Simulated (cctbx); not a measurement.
# Rb4Ge2Se5 with cctbx, script by script

Library: cctbx 2025.11. The data are simulated by the first script.

## 1. Simulate the data

run.py:

```python
from cctbx import adptbx, crystal, miller, sgtbx, xray
from cctbx.array_family import flex
from iotbx.shelx import hklf
from scitbx import matrix
import scitbx.random

cs = crystal.symmetry(unit_cell=(7.888, 8.854, 11.5546, 102.7577, 109.3285, 97.21), space_group_symbol='Hall: -P 1')  # P-1
atoms = [  # label, site, U (iso, or U11 U22 U33 U12 U13 U23 in A^2), occupancy
    ("Rb1", (0.172, 0.5073, 0.9066), (0.0028, 0.0023, 0.0023, 0.0007, 0.0011, 0.0006), 1),
    ("Rb2", (0, 0, 0), (0.0039, 0.0028, 0.0028, 0.0008, 0.0010, 0.0008), 1),
    ("Rb3", (0, 0.5, 0.5), (0.0024, 0.0026, 0.0028, 0.0005, 0.0008, 0.0006), 1),
    ("Rb4", (0.5969, 0.4794, 0.681), (0.0031, 0.0035, 0.0052, 0.0009, 0.0014, 0.0015), 1),
    ("Rb5", (0.7942, 0.9974, 0.5928), (0.0032, 0.0033, 0.0044, 0.0020, 0.0011, 0.0012), 1),
    ("Se1", (0.0064, 0.7584, 0.7464), (0.0056, 0.0044, 0.0040, -0.0005, 0.0008, 0.0001), 1),
    ("Se2", (0.2088, 0.2573, 0.6721), (0.0026, 0.0036, 0.0027, 0.0007, 0.0009, 0.0004), 1),
    ("Se3", (0.4082, 0.744, 0.5709), (0.0067, 0.0044, 0.0049, 0.0015, 0.0017, 0.0012), 0.75),
    ("Se4", (0.594, 0.7474, 0.9483), (0.0037, 0.0059, 0.0055, 0.0011, 0.0016, 0.0018), 1),
    ("Se5", (0.205, 0.7494, 0.1482), (0.0038, 0.0058, 0.0049, 0.0018, 0.0021, 0.0028), 1),
    ("Ge1", (0.5498, 0.8334, 0.165), (0.0032, 0.0027, 0.0025, -0.0002, 0.0012, 0.0003), 1),
    ("Ge2", (0.6561, 0.1658, 0.2323), (0.0052, 0.0042, 0.0038, -0.0007, 0.0021, -0.0002), 1),
]
xs = xray.structure(crystal_symmetry=cs)
for label, site, u, occ in atoms:
    u = adptbx.u_cif_as_u_star(cs.unit_cell(), u) if isinstance(u, tuple) else u
    xs.add_scatterer(xray.scatterer(label, site=site, u=u, occupancy=occ))
xs.set_inelastic_form_factors(0.71073, "sasaki")
xs.show_summary()
p1 = xs.expand_to_p1()
ms = miller.build_set(p1, anomalous_flag=True, d_min=0.8)
flex.set_random_seed(321663)
scitbx.random.set_random_seed(321663)
ms = ms.select(flex.random_double(ms.size()) < 0.8)
i = ms.structure_factors_from_scatterers(p1, algorithm="direct").f_calc().as_intensity_array().data()
i = i * 20000 / flex.max(i)
sig = flex.sqrt(i + flex.pow2(0.04 * i) + 2 ** 2)
noise = scitbx.random.variate(scitbx.random.normal_distribution())(i.size())
data = ms.array(data=i + sig * noise, sigmas=sig).set_observation_type_xray_intensity()
with open("data.hkl", "w") as f:
    data.export_as_shelx_hklf(f)
print("reflections written:", data.size(), " <I/sigma> = %.1f" % flex.mean(data.data() / data.sigmas()))
for h, a, b in list(data.sort("data"))[:12]:
    print("%4d%4d%4d %9.1f %7.1f" % (h + (a, b)))
```

```console
$ python run.py
```

```text
Number of scatterers: 12
At special positions: 2
Unit cell: (7.888, 8.854, 11.5546, 102.758, 109.329, 97.21)
Space group: P -1 (No. 2)
reflections written: 4727  <I/sigma> = 9.3
   3  -1   1   20722.3   812.4
  -3   1  -1   20101.3   812.4
  -1   2  -2   19996.3   789.0
  -2  -1   1   19948.5   750.3
   1  -2   2   18927.5   789.0
   1  -1  -3   18505.6   740.9
   2   1  -1   18299.3   750.3
   0  -1   5   18061.2   750.1
   0   1  -5   17629.6   750.1
  -1   1   3   17589.0   740.9
  -4   2   2   13196.3   525.7
   2   5  -1   13028.1   520.1
```

Run time: 0.33 s on 1 thread of Arm Neoverse V1, with other jobs on the host, peak memory 0.07 GiB.

## 2. Refinement

run.py:

```python
import math
from cctbx import adptbx, crystal, maptbx, sgtbx, xray
from cctbx.array_family import flex
from cctbx.xray import observations
from iotbx.shelx import hklf
from scitbx.lstbx import normal_eqns_solving
from smtbx import absolute_structure, utils
from smtbx.refinement import constraints, least_squares

cs = crystal.symmetry(unit_cell=(7.888, 8.854, 11.5546, 102.7577, 109.3285, 97.21), space_group_symbol='Hall: -P 1')  # P-1
atoms = [  # label, site, U (iso, or U11 U22 U33 U12 U13 U23 in A^2), occupancy
    ("Rb1", (0.172, 0.5073, 0.9066), 0.0200, 1),
    ("Rb2", (0, 0, 0), 0.0200, 1),
    ("Rb3", (0, 0.5, 0.5), 0.0200, 1),
    ("Rb4", (0.5969, 0.4794, 0.681), 0.0200, 1),
    ("Rb5", (0.7942, 0.9974, 0.5928), 0.0200, 1),
    ("Se1", (0.0064, 0.7584, 0.7464), 0.0200, 1),
    ("Se2", (0.2088, 0.2573, 0.6721), 0.0200, 1),
    ("Se3", (0.4082, 0.744, 0.5709), 0.0200, 1),
    ("Se4", (0.594, 0.7474, 0.9483), 0.0200, 1),
    ("Se5", (0.205, 0.7494, 0.1482), 0.0200, 1),
    ("Ge1", (0.5498, 0.8334, 0.165), 0.0200, 1),
    ("Ge2", (0.6561, 0.1658, 0.2323), 0.0200, 1),
]
xs = xray.structure(crystal_symmetry=cs)
for label, site, u, occ in atoms:
    u = adptbx.u_cif_as_u_star(cs.unit_cell(), u) if isinstance(u, tuple) else u
    xs.add_scatterer(xray.scatterer(label, site=site, u=u, occupancy=occ))
xs.set_inelastic_form_factors(0.71073, "sasaki")
xs.convert_to_anisotropic()
raw = hklf.reader(file_name="data.hkl").as_miller_arrays(crystal_symmetry=cs, anomalous=True)[0]
merged = raw.eliminate_sys_absent().merge_equivalents()
fo2 = merged.array().set_observation_type_xray_intensity()
print("Rint %.3f, %d unique reflections to %.2f A" % (merged.r_int(), fo2.size(), fo2.d_min()))
for sc in xs.scatterers():
    sc.flags.set_grad_site(True)
    sc.flags.set_grad_u_aniso(sc.flags.use_u_aniso())
    sc.flags.set_grad_u_iso(sc.flags.use_u_iso())
obs = fo2.as_xray_observations()
extra = {}
rep = constraints.reparametrisation(xs, [], utils.connectivity_table(xs), **extra)
ls = least_squares.crystallographic_ls(obs, rep, weighting_scheme=least_squares.mainstream_shelx_weighting(a=0, b=0))
print("cycle     R1     wR2    GooF  max shift (A)")
for cycle in range(12):
    ls.build_up()
    r1, wr2, goof = ls.r1_factor(cutoff_factor=2)[0], ls.wR2(), ls.goof()
    old = xs.sites_cart()
    normal_eqns_solving.levenberg_marquardt_iterations(ls, n_max_iterations=3, tau=1e-06, step_threshold=1e-7)
    big = flex.max((xs.sites_cart() - old).norms())
    print("%4d %7.4f %7.4f %7.3f %9.5f" % (cycle + 1, r1, wr2, goof, big))
    ls.build_up(objective_only=True)
    if abs(ls.wR2() - wr2) < 5e-5 and big < 5e-4:
        break
ls.build_up()
print("final R1 %.4f wR2 %.4f GooF %.3f  parameters %d  data/parameter %.1f" % (ls.r1_factor(cutoff_factor=2)[0], ls.wR2(), ls.goof(), ls.n_parameters, fo2.size() / ls.n_parameters))
cov = ls.covariance_matrix_and_annotations()
su = dict(zip(cov.annotations, (math.sqrt(max(v, 0)) for v in cov.matrix.matrix_packed_u_diagonal())))
a2 = cs.unit_cell().reciprocal_parameters()[0] ** -2
print("atom        x        y        z      Ueq    occ   su(xyz)  su(Uiso or U11)")
for sc in xs.scatterers():
    s = max(su.get(sc.label + k, 0) for k in (".x", ".y", ".z"))
    npd = "" if sc.is_positive_definite_u(cs.unit_cell()) else "  NPD"
    print("%-5s %8.5f %8.5f %8.5f %8.4f %6.3f %8.5f %7.4f%s" % ((sc.label,) + sc.site + (sc.u_iso_or_equiv(cs.unit_cell()), sc.occupancy, s, su.get(sc.label + ".uiso", su.get(sc.label + ".u11", 0) * a2), npd)))
fo = fo2.f_sq_as_f()
fc = fo.structure_factors_from_scatterers(xs, algorithm="direct").f_calc()
diff = fo.f_obs_minus_f_calc(1 / math.sqrt(ls.scale_factor()), fc).average_bijvoet_mates()
m = diff.fft_map(symmetry_flags=maptbx.use_space_group_symmetry, resolution_factor=0.25).apply_volume_scaling()
print("difference map: max %.2f min %.2f rms %.2f" % (m.statistics().max(), m.statistics().min(), m.statistics().sigma()))
peaks = m.peak_search(parameters=maptbx.peak_search_parameters(min_distance_sym_equiv=0.6, max_clusters=6)).all()
near = xs.closest_distances(peaks.sites(), distance_cutoff=4)
sps = cs.special_position_settings(min_distance_sym_equiv=0.5)
for k, (x, h) in enumerate(zip(peaks.sites(), peaks.heights())):
    ss = sps.site_symmetry(x)
    print("Q%-3d %7.4f %7.4f %7.4f %4d %7.2f  %.2f A from %s" % ((k + 1,) + tuple(t % 1 for t in ss.exact_site()) + (ss.multiplicity(), h, near.smallest_distances[k], xs.scatterers()[near.i_seqs[k]].label)))
```

```console
$ python run.py
```

```text
Rint 0.030, 2834 unique reflections to 0.80 A
cycle     R1     wR2    GooF  max shift (A)
   1  0.1626  0.3665   5.157   0.00249
   2  0.0428  0.1210   1.703   0.00001
final R1 0.0428 wR2 0.1210 GooF 1.703  parameters 102  data/parameter 27.8
atom        x        y        z      Ueq    occ   su(xyz)  su(Uiso or U11)
Rb1    0.17205  0.50732  0.90652   0.0010  1.000  0.00010  0.0003
Rb2    0.00000  0.00000  0.00000   0.0017  1.000  0.00000  0.0005
Rb3    0.00000  0.50000  0.50000   0.0013  1.000  0.00000  0.0005
Rb4    0.59708  0.47941  0.68106   0.0026  1.000  0.00010  0.0004
Rb5    0.79432  0.99744  0.59289   0.0023  1.000  0.00010  0.0004  NPD
Se1    0.00629  0.75822  0.74630   0.0040  1.000  0.00011  0.0004
Se2    0.20881  0.25735  0.67199   0.0016  1.000  0.00011  0.0004
Se3    0.40817  0.74385  0.57068   0.0199  1.000  0.00015  0.0006
Se4    0.59404  0.74735  0.94838   0.0036  1.000  0.00011  0.0004
Se5    0.20512  0.74937  0.14831   0.0030  1.000  0.00011  0.0004
Ge1    0.54990  0.83345  0.16501   0.0018  1.000  0.00012  0.0004
Ge2    0.65603  0.16585  0.23227   0.0033  1.000  0.00012  0.0004
difference map: max 1.28 min -4.87 rms 0.38
Q1    0.3922  0.7287  0.4671    2    1.30  1.14 A from Se3
Q2    0.1796  0.7624  0.1170    2    1.30  0.40 A from Se5
Q3    0.3507  0.8171  0.6389    2    1.28  1.15 A from Se3
Q4    0.2183  0.2580  0.7006    2    1.28  0.31 A from Se2
Q5    0.2410  0.9841  0.4443    2    1.16  0.50 A from Rb5
Q6    0.0370  0.7490  0.7758    2    1.15  0.38 A from Se1
```

Time: 0.55 s.

This run holds a fault made on purpose: disorder ignored: each site full, of its main element.

## 3. Refinement (occupancies of the disordered sites free, main element alone)

run.py, as its changes from the last script of this kind:

```diff
@@ -12,12 +12,12 @@
-    ("Rb1", (0.172, 0.5073, 0.9066), 0.0200, 1),
-    ("Rb2", (0, 0, 0), 0.0200, 1),
-    ("Rb3", (0, 0.5, 0.5), 0.0200, 1),
-    ("Rb4", (0.5969, 0.4794, 0.681), 0.0200, 1),
-    ("Rb5", (0.7942, 0.9974, 0.5928), 0.0200, 1),
-    ("Se1", (0.0064, 0.7584, 0.7464), 0.0200, 1),
-    ("Se2", (0.2088, 0.2573, 0.6721), 0.0200, 1),
-    ("Se3", (0.4082, 0.744, 0.5709), 0.0200, 1),
-    ("Se4", (0.594, 0.7474, 0.9483), 0.0200, 1),
-    ("Se5", (0.205, 0.7494, 0.1482), 0.0200, 1),
-    ("Ge1", (0.5498, 0.8334, 0.165), 0.0200, 1),
-    ("Ge2", (0.6561, 0.1658, 0.2323), 0.0200, 1),
+    ("Rb1", (0.17205, 0.50732, 0.90652), 0.0120, 1),
+    ("Rb2", (0, 0, 0), 0.0120, 1),
+    ("Rb3", (0, 0.5, 0.5), 0.0120, 1),
+    ("Rb4", (0.59708, 0.47941, 0.68106), 0.0120, 1),
+    ("Rb5", (0.79432, 0.99744, 0.59289), 0.0120, 1),
+    ("Se1", (0.00629, 0.75822, 0.7463), 0.0120, 1),
+    ("Se2", (0.20881, 0.25735, 0.67199), 0.0120, 1),
+    ("Se3", (0.40817, 0.74385, 0.57068), 0.0120, 1),
+    ("Se4", (0.59404, 0.74735, 0.94838), 0.0120, 1),
+    ("Se5", (0.20512, 0.74937, 0.14831), 0.0120, 1),
+    ("Ge1", (0.5499, 0.83345, 0.16501), 0.0120, 1),
+    ("Ge2", (0.65603, 0.16585, 0.23227), 0.0120, 1),
@@ -38,0 +39 @@
+    sc.flags.set_grad_occupancy(sc.label in ('Se3',))
@@ -44 +45 @@
-for cycle in range(12):
+for cycle in range(20):
@@ -63,0 +65 @@
+print("su of occupancy Se3: %.3f" % su["Se3.occ"])
```

```console
$ python run.py
```

```text
Rint 0.030, 2834 unique reflections to 0.80 A
cycle     R1     wR2    GooF  max shift (A)
   1  0.1215  0.2906   4.089   0.00114
   2  0.0274  0.0709   0.998   0.00025
   3  0.0262  0.0681   0.959   0.00006
   4  0.0261  0.0680   0.957   0.00001
final R1 0.0261 wR2 0.0680 GooF 0.957  parameters 103  data/parameter 27.5
atom        x        y        z      Ueq    occ   su(xyz)  su(Uiso or U11)
Rb1    0.17200  0.50735  0.90658   0.0023  1.000  0.00006  0.0002
Rb2    0.00000  0.00000  0.00000   0.0031  1.000  0.00000  0.0003
Rb3    0.00000  0.50000  0.50000   0.0025  1.000  0.00000  0.0003
Rb4    0.59696  0.47941  0.68097   0.0038  1.000  0.00006  0.0002
Rb5    0.79423  0.99740  0.59285   0.0035  1.000  0.00006  0.0002
Se1    0.00638  0.75824  0.74637   0.0054  1.000  0.00006  0.0002
Se2    0.20883  0.25734  0.67209   0.0028  1.000  0.00006  0.0002
Se3    0.40815  0.74387  0.57079   0.0058  0.753  0.00009  0.0004
Se4    0.59403  0.74737  0.94837   0.0049  1.000  0.00006  0.0002
Se5    0.20505  0.74942  0.14821   0.0043  1.000  0.00006  0.0002
Ge1    0.54982  0.83342  0.16501   0.0029  1.000  0.00007  0.0002
Ge2    0.65609  0.16587  0.23231   0.0045  1.000  0.00007  0.0002
su of occupancy Se3: 0.003
difference map: max 0.95 min -0.96 rms 0.24
Q1    0.4084  0.2240  0.1969    2    0.97  1.75 A from Se4
Q2    0.4263  0.4376  0.3998    2    0.95  1.29 A from Rb4
Q3    0.4371  0.4825  0.8886    2    0.93  2.20 A from Rb1
Q4    0.4006  0.7424  0.3309    2    0.87  1.94 A from Rb4
Q5    0.0571  0.1505  0.1078    2    0.86  1.51 A from Rb2
Q6    0.2287  0.7713  0.5925    2    0.86  1.56 A from Se3
```

Run time: 0.76 s on 1 thread of Arm Neoverse V1, with other jobs on the host, peak memory 0.09 GiB.

[Logs are printed without paths, hosts, clocks, repeated set-up lines and the standing remarks that a program may print on its own settings, such as how far it seeks lower states.]
